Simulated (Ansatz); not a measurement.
# TiCdSe3 (model cell, started as cubic perovskite with Ti in the octahedra): following an unstable mode

Aim: this structure of TiCdSe3 (model cell, started as cubic perovskite with Ti in the octahedra) is to be tested for unstable modes, and one is followed downhill.

Method: DFT PBE, scalar-relativistic, plane waves, PAW, in Ansatz 0.2.0.

Most raw output is cut from this account.

The structure was built from a prototype and need not be the compound's stable phase.

### 1. Starting point

It takes space group Pm-3m (No. 221, cubic). Conventional cell: a = 4.977 Å, b = 4.977 Å, c = 4.977 Å, α = 90.00°, β = 90.00°, γ = 90.00°. Nearest to Cd lie 12 Se at 3.52 Å. Nearest to Ti lie 6 Se at 2.49 Å. Nearest to Se lie 2 Ti at 2.49 Å. Farther neighbours and most contacts between anions are not listed.

Structure file:

```cif
data_structure
_symmetry_space_group_name_H-M 'P 1'
_symmetry_Int_Tables_number 1
_cell_length_a 4.9774
_cell_length_b 4.9774
_cell_length_c 4.9774
_cell_angle_alpha 90.000
_cell_angle_beta 90.000
_cell_angle_gamma 90.000
_cell_volume 123.31
loop_
_atom_site_label
_atom_site_type_symbol
_atom_site_fract_x
_atom_site_fract_y
_atom_site_fract_z
_atom_site_occupancy
Cd1 Cd 0.00000 0.00000 0.00000 1
Ti2 Ti 0.50000 0.50000 0.50000 1
Se3 Se 0.50000 0.50000 0.00000 1
Se4 Se 0.50000 0.00000 0.50000 1
Se5 Se 0.00000 0.50000 0.50000 1
```

### 2. Phonons on a q mesh

The cell comes from relaxations at this level that are not shown. Stability and thermal properties need the whole zone. Linear response on a 2×2×2 q mesh gives force constants as far as a supercell of that size would.

The input, input.yaml:

```yaml
crystal:
  lattice:
    - [4.9773704866, 0.0, 0.0]
    - [0.0, 4.9773704866, 0.0]
    - [0.0, 0.0, 4.9773704866]
  atoms:
    - { symbol: Cd, position: [0.0, 0.0, 0.0] }
    - { symbol: Ti, position: [0.5, 0.5, 0.5] }
    - { symbol: Se, position: [0.5, 0.5, 0.0] }
    - { symbol: Se, position: [0.5, 0.0, 0.5] }
    - { symbol: Se, position: [0.0, 0.5, 0.5] }
kpoints:
  mp_grid: { grid: [8, 8, 8] }
hamiltonian:
  xc: pbe
scf:
  occupations: { method: methfessel_paxton, width: 0.2 }
output:
  eigenvalues: true
phonons:
  method: dfpt
  qmesh: [2, 2, 2]
  temperatures: { t_max: 1000, t_step: 50 }
  qpath:
    path:
      - [[0.0, 0.0, 0.0], [0.0, 0.5, 0.0], [0.5, 0.5, 0.0], [0.0, 0.0, 0.0], [0.5, 0.5, 0.5], [0.0, 0.5, 0.0]]
      - [[0.5, 0.5, 0.5], [0.5, 0.5, 0.0]]
    npoints: 10
```

The run is started by

```bash
$ ansatz run input.yaml --threads 8 --pin off --max-ram 14336MiB --backend cpu --events-out ev --progress --plain --runs-dir out
```

Elapsed: 3.5 min, on 8 threads of Arm Neoverse V2, shared host; peak memory 2.2 GiB; 26 min of CPU time.

Numbers from this step:

* volume per atom: 24.66 Å³
* gap on the k-mesh: 0 eV
* sum-rule residual before enforcement: 8.63e-5 eV/Å²
* lowest frequency on the path: -125.8 cm⁻¹
* point group: m-3m
* highest frequency on the path or at a solved wavevector: 250.6 cm⁻¹
* highest optical mode at the zone centre (no LO-TO term): 201.1 cm⁻¹
* lowest optical zone-centre mode: -125.8 cm⁻¹
* lowest mode on the q mesh (acoustic modes at Γ apart): -125.8 cm⁻¹

Frequencies (cm⁻¹) solved at each irreducible wavevector; negative means imaginary. Frequencies by wavevector, by row:

| q in reciprocal lattice units | star | mode 1 | mode 2 | mode 3 | mode 4 | mode 13 | mode 14 | mode 15 |
| --- | --- | --- | --- | --- | --- | --- | --- | --- |
| 0 0 0 | 1 | -125.8 | -125.8 | -125.8 | -76.7 | 201.1 | 201.1 | 201.1 |
| 0 0 -0.5 | 3 | -99.7 | -99.7 | -75.2 | -39.5 | 209.6 | 209.9 | 214 |
| 0 -0.5 -0.5 | 3 | -105.6 | -55.9 | -55.9 | -51.8 | 195.4 | 221.1 | 234.3 |
| -0.5 -0.5 -0.5 | 1 | -107.1 | -107.1 | -107.1 | -38 | 186.1 | 186.1 | 250.6 |

Interpolated from a 2×2×2 q mesh. The phonon branches at the labelled points (cm⁻¹):

| point | branch 1 | branch 2 | branch 3 | branch 4 | branch 12 | branch 13 | branch 14 | branch 15 |
| --- | --- | --- | --- | --- | --- | --- | --- | --- |
| Γ | -126 | -126 | -126 | -77 | 0 | 201 | 201 | 201 |
| halfway | -111 | -111 | -76 | -57 | 125 | 205 | 205 | 210 |
| X | -100 | -100 | -75 | -40 | 210 | 210 | 210 | 214 |
| halfway | -91 | -74 | -60 | -52 | 199 | 203 | 215 | 228 |
| M | -106 | -56 | -56 | -52 | 195 | 195 | 221 | 234 |
| halfway | -90 | -85 | -65 | -58 | 126 | 203 | 210 | 221 |
| Γ | -126 | -126 | -126 | -77 | 0 | 201 | 201 | 201 |
| halfway | -87 | -78 | -78 | -46 | 128 | 207 | 207 | 233 |
| R | -107 | -107 | -107 | -38 | 184 | 186 | 186 | 251 |
| halfway | -94 | -83 | -79 | -49 | 196 | 199 | 211 | 240 |
| X | -100 | -100 | -75 | -40 | 210 | 210 | 210 | 214 |
| jump to R | -107 | -107 | -107 | -38 | 184 | 186 | 186 | 251 |
| halfway | -106 | -88 | -88 | -45 | 190 | 190 | 210 | 246 |
| M | -106 | -56 | -56 | -52 | 195 | 195 | 221 | 234 |

Symmetry leaves 4 wavevectors to solve. The lowest mode among them, the acoustic zeros apart, lies at Γ and is imaginary, 125.8i cm⁻¹, so the energy falls along it.

### 3. The mode frozen in, largest atomic shift 0 Å

The mode followed lies at q = (-0.5, -0.5, -0.5) with frequency 107.1i cm⁻¹ and is 3-fold degenerate, one of the unstable modes though not the softest. At small amplitude the distorted cell has space group no. 140 by a symmetry search on the positions. The undistorted cell that holds it gives the zero of energy on the same k mesh.

System of this step: TiCdSe3 (model cell, started as cubic perovskite with Ti in the octahedra). It takes space group Pm-3m (No. 221, cubic). The conventional cell has a = 4.977 Å, b = 4.977 Å, c = 4.977 Å, α = 90.00°, β = 90.00°, γ = 90.00°. Nearest to Cd lie 12 Se at 3.52 Å. Nearest to Ti lie 6 Se at 2.49 Å. Nearest to Se lie 2 Ti at 2.49 Å. Farther neighbours and most contacts between anions are not listed.

The input, input.yaml:

```yaml
crystal:
  lattice:
    - [4.9773704866, 4.9773704866, 0.0]
    - [4.9773704866, 0.0, 4.9773704866]
    - [4.9773704866, 0.0, -4.9773704866]
  atoms:
    - { symbol: Cd, position: [0.0, 0.5, 0.5] }
    - { symbol: Cd, position: [0.0, 0.0, 0.0] }
    - { symbol: Ti, position: [0.5, 0.25, 0.75] }
    - { symbol: Ti, position: [0.5, 0.75, 0.25] }
    - { symbol: Se, position: [0.5, 0.5, 0.5] }
    - { symbol: Se, position: [0.5, 0.0, 0.0] }
    - { symbol: Se, position: [0.0, 0.0, 0.5] }
    - { symbol: Se, position: [0.0, 0.5, 0.0] }
    - { symbol: Se, position: [0.5, 0.5, 0.0] }
    - { symbol: Se, position: [0.5, 0.0, 0.5] }
kpoints:
  mp_grid: { grid: [8, 8, 8] }
hamiltonian:
  xc: pbe
scf:
  occupations: { method: methfessel_paxton, width: 0.2 }
output:
  forces: true
  stress: true
  eigenvalues: true
```

Elapsed: 4.3 s, on 8 threads; peak memory 1.5 GiB; 32 s of CPU time.

This step gave:

* pressure: 0.05954 GPa
* energy from the undistorted cell: 0 meV/atom

The run ends at a pressure of 0.06 GPa.

### 4. The mode frozen in, largest atomic shift 0.6 Å

The atoms are moved along the unstable eigenvector, the largest shift by 0.6 Å, with the cell fixed.

input.yaml, the sections that differ from step 3:

```yaml
crystal:
  lattice:
    - [4.9773704866, 4.9773704866, 0.0]
    - [4.9773704866, 0.0, 4.9773704866]
    - [4.9773704866, 0.0, -4.9773704866]
  atoms:
    - { symbol: Cd, position: [0.0, 0.5, 0.5] }
    - { symbol: Cd, position: [0.0, 0.0, 0.0] }
    - { symbol: Ti, position: [0.5, 0.25, 0.75] }
    - { symbol: Ti, position: [0.5, 0.75, 0.25] }
    - { symbol: Se, position: [0.5, 0.4397272112, 0.4397272112] }
    - { symbol: Se, position: [0.5, 0.0602727888, 0.0602727888] }
    - { symbol: Se, position: [0.0, 0.0, 0.5] }
    - { symbol: Se, position: [0.0, 0.5, 0.0] }
    - { symbol: Se, position: [0.5, 0.5602727888, -0.0602727888] }
    - { symbol: Se, position: [0.5, -0.0602727888, 0.5602727888] }
# kpoints, hamiltonian, scf, output: as in step 3
```

The job ended after 7.9 s (8 threads; peak memory 1.8 GiB).

This step gave:

- pressure: -2.209 GPa
- energy from the undistorted cell: -169.2 meV/atom

The energy, extrapolated to zero smearing, is -169.18 meV/atom against the undistorted cell.

The run ends at a pressure of -2.21 GPa, with forces up to 0.90 eV/Å.

### 5. Energy along the mode, all amplitudes (two of the runs are shown above)

An imaginary frequency means negative curvature, so the energy should fall and then rise again as anharmonic terms take over.

Numbers from this step:

| Property | Result |
| --- | --- |
| depth at the lowest point sampled | 169.2 meV/atom |
| largest atomic shift at that point | 0.6 Å |

The energy from the parent by largest atomic shift:

| largest atomic shift (Å) | energy from the parent (meV/atom) |
| --- | --- |
| 0.000 | 0 |
| 0.040 | -1.14 |
| 0.080 | -4.50 |
| 0.140 | -13.4 |
| 0.220 | -31.6 |
| 0.320 | -63.0 |
| 0.450 | -111 |
| 0.600 | -169 |

Displacement at unit largest shift by atom:

| atom | x (Å) | y (Å) | z (Å) | size |
| --- | --- | --- | --- | --- |
| Cd1 | 0.00 | 0.00 | 0.00 | 0.00 |
| Cd2 | 0.00 | 0.00 | 0.00 | 0.00 |
| Ti3 | 0.00 | 0.00 | 0.00 | 0.00 |
| Ti4 | 0.00 | 0.00 | 0.00 | 0.00 |
| Se5 | -1.00 | 0.00 | 0.00 | 1.00 |
| Se6 | 1.00 | 0.00 | 0.00 | 1.00 |
| Se7 | 0.00 | 0.00 | 0.00 | 0.00 |
| Se8 | 0.00 | 0.00 | 0.00 | 0.00 |
| Se9 | 0.00 | 0.00 | 1.00 | 1.00 |
| Se10 | 0.00 | 0.00 | -1.00 | 1.00 |

The lowest of the steps tried is the last one, at 0.6 Å, 169 meV/atom below the parent; the bottom of the well need not coincide with a step.

### 6. Relaxation from the frozen mode

Starting from the lowest point found, all atoms and the cell are let go, so that strain and other modes of the same symmetry can join in.

input.yaml: that of step 4 with these lines changed.

```diff
@@ -26 +26,6 @@
   eigenvalues: true
+relax:
+  adjacent_minimum: "off"
+  f_tol: 0.002
+  max_steps: 120
+  cell: { stress_tol: 0.03 }
```

The job ended after 81 s (8 threads; peak memory 1.9 GiB; 11 min of CPU time).

Step by step:

| step | energy less that of the first step (eV) | largest force component (eV/Å) | pressure (GPa) | volume (Å³) |
| --- | --- | --- | --- | --- |
| 1 | 0.0000 | 0.8954 | -2.21 | 246.62 |
| 2 | -0.6241 | 0.2844 | -0.68 | 237.59 |
| 3 | -0.6655 | 0.2703 | 0.99 | 234.67 |
| 4 | -0.6953 | 0.0046 | -0.46 | 239.15 |
| 5 | -0.6964 | 0.0483 | 0.19 | 237.23 |
| 6 | -0.6979 | 0.0005 | -0.01 | 237.65 |
| 7* | -0.6967 | 0.0003 | -0.01 | 237.65 |

Relaxation steps marked * repeat the geometry before them on a plane-wave basis chosen anew for their cell, so energy and pressure can jump there.

The run keeps the 16 symmetry operations that it works with, so distortions that break them were not tested.

| conventional cell, symmetrised | before | after | change |
| --- | --- | --- | --- |
| a (Å) | 7.039 | 7.053 | +0.2 % |
| b (Å) | 7.039 | 7.053 | +0.2 % |
| c (Å) | 9.955 | 9.555 | -4.0 % |
| volume (Å³/atom) | 24.66 | 23.76 | -3.6 % |

The atoms that moved most (Å, as changes of fractional coordinates times the final cell):

| atom | dx | dy | dz | length |
| --- | --- | --- | --- | --- |
| Se10 | 0.000 | 0.000 | -0.238 | 0.238 |
| Se9 | 0.000 | 0.000 | 0.238 | 0.238 |
| Se6 | 0.238 | 0.000 | 0.000 | 0.238 |
| Se5 | -0.238 | 0.000 | 0.000 | 0.238 |

This step gave:

- pressure: -0.007832 GPa
- volume per atom: 23.76 Å³

The distorted start has space group I4/mcm; the relaxation ends in I4/mcm.

### 7. The new phase in its own primitive cell

The relaxed structure is symmetrised, reduced to its primitive cell and relaxed tightly, as its phonons need.

The input, input.yaml:

```yaml
crystal:
  lattice:
    - [-3.5264331461, 3.5264331461, 4.7774638422]
    - [3.5264331461, -3.5264331461, 4.7774638422]
    - [3.5264331461, 3.5264331461, -4.7774638422]
  atoms:
    - { symbol: Cd, position: [0.25, 0.75, 0.5] }
    - { symbol: Cd, position: [0.75, 0.25, 0.5] }
    - { symbol: Ti, position: [0.5, 0.5, 0.0] }
    - { symbol: Ti, position: [0.0, 0.0, 0.0] }
    - { symbol: Se, position: [0.1658211793, 0.3341788207, 0.5] }
    - { symbol: Se, position: [0.8341788207, 0.6658211793, 0.5] }
    - { symbol: Se, position: [0.25, 0.25, 0.0] }
    - { symbol: Se, position: [0.75, 0.75, 0.0] }
    - { symbol: Se, position: [0.6658211793, 0.1658211793, 0.8316423585] }
    - { symbol: Se, position: [0.3341788207, 0.8341788207, 0.1683576415] }
kpoints:
  mp_grid: { grid: [8, 8, 8] }
hamiltonian:
  xc: pbe
scf:
  occupations: { method: methfessel_paxton, width: 0.2 }
output:
  forces: true
  stress: true
  eigenvalues: true
relax:
  adjacent_minimum: "off"
  f_tol: 0.001
  max_steps: 60
  cell: { stress_tol: 0.01 }
```

Wall time 50 s (8 threads); peak memory 1.8 GiB; 6.4 min of CPU time.

Little changed from the start: no atom moved by 0.005 Å and no cell edge by 0.1 %.

This step gave:

| Item | Value |
| --- | --- |
| pressure | -0.002136 GPa |

The largest force component left is 0.092 meV/Å and the pressure is -0.002 GPa, within the tolerances set. The cell now holds 23.76 Å³/atom.

### 8. Modes of the new phase

A relaxed structure may still be a saddle point, so its zone-centre modes are computed. No field response is asked, since the mesh shows no gap.

The input, input.yaml:

```yaml
crystal:
  lattice:
    - [-3.52598646, 3.52598646, 4.7778733076]
    - [3.52598646, -3.52598646, 4.7778733076]
    - [3.52598646, 3.52598646, -4.7778733076]
  atoms:
    - { symbol: Cd, position: [0.25, 0.75, 0.5] }
    - { symbol: Cd, position: [0.75, 0.25, 0.5] }
    - { symbol: Ti, position: [0.5, 0.5, 0.0] }
    - { symbol: Ti, position: [0.0, 0.0, 0.0] }
    - { symbol: Se, position: [0.1658079958, 0.3341920042, 0.5] }
    - { symbol: Se, position: [0.8341920042, 0.6658079958, 0.5] }
    - { symbol: Se, position: [0.25, 0.25, 0.0] }
    - { symbol: Se, position: [0.75, 0.75, 0.0] }
    - { symbol: Se, position: [0.6658079958, 0.1658079958, 0.8316159916] }
    - { symbol: Se, position: [0.3341920042, 0.8341920042, 0.1683840084] }
kpoints:
  mp_grid: { grid: [8, 8, 8] }
hamiltonian:
  xc: pbe
scf:
  occupations: { method: methfessel_paxton, width: 0.2 }
output:
  eigenvalues: true
phonons:
  method: dfpt
```

The job ended after 34 min (8 threads; peak memory 12 GiB).

The run was cut off at the time limit after its SCF cycle had converged; no result of it is taken.

The program's message: “Warning: RAYON”

### 9. What came out

```
unstable mode of the parent                                                      : q = (-0.5, -0.5, -0.5), 107i cm⁻¹
depth at the lowest point sampled                                                : 169 meV/atom
largest atomic shift at that point                                               : 0.6 Å
space group reached (within 0.01 Å)                                              : I4/mcm
energy gained over the parent (first relaxation, on the mesh of the frozen mode) : 239 meV/atom
volume per atom, phase reached                                                   : 23.8 Å³
```

In words: Along this mode the structure falls into I4/mcm, 239 meV/atom below the parent. At the parent's cell the well is 169.2 meV/atom deep on the steps tried, with its lowest point at a shift of 0.6 Å. That is the last step tried, so the steps alone don't bracket the bottom of the well. Relaxing atoms and cell changes the gain by +69.73 meV/atom against the lowest step (energies at zero smearing). The modes of the phase reached were not computed on this path. Of the 7 patterns followed to their end from this parent, this one ends 122 meV/atom above the lowest, R-3c. Each path keeps the symmetry of its pattern, so a lower phase may lie along a pattern not tried. With no gap, or one that is small against the smearing, the frequencies hang on the k mesh and the smearing, most of all near Kohn anomalies. The starting cell was built on a prototype and not taken from a measurement, so the phase need not exist.

[Logs are printed without paths, hosts, clocks, repeated set-up lines and the standing remarks that a program may print on its own settings, such as how far it seeks lower states.]

[Hosts, paths, dates, database ids (printed as entryN), source tags and the programs' standing remarks are cut or masked in the printed files.]
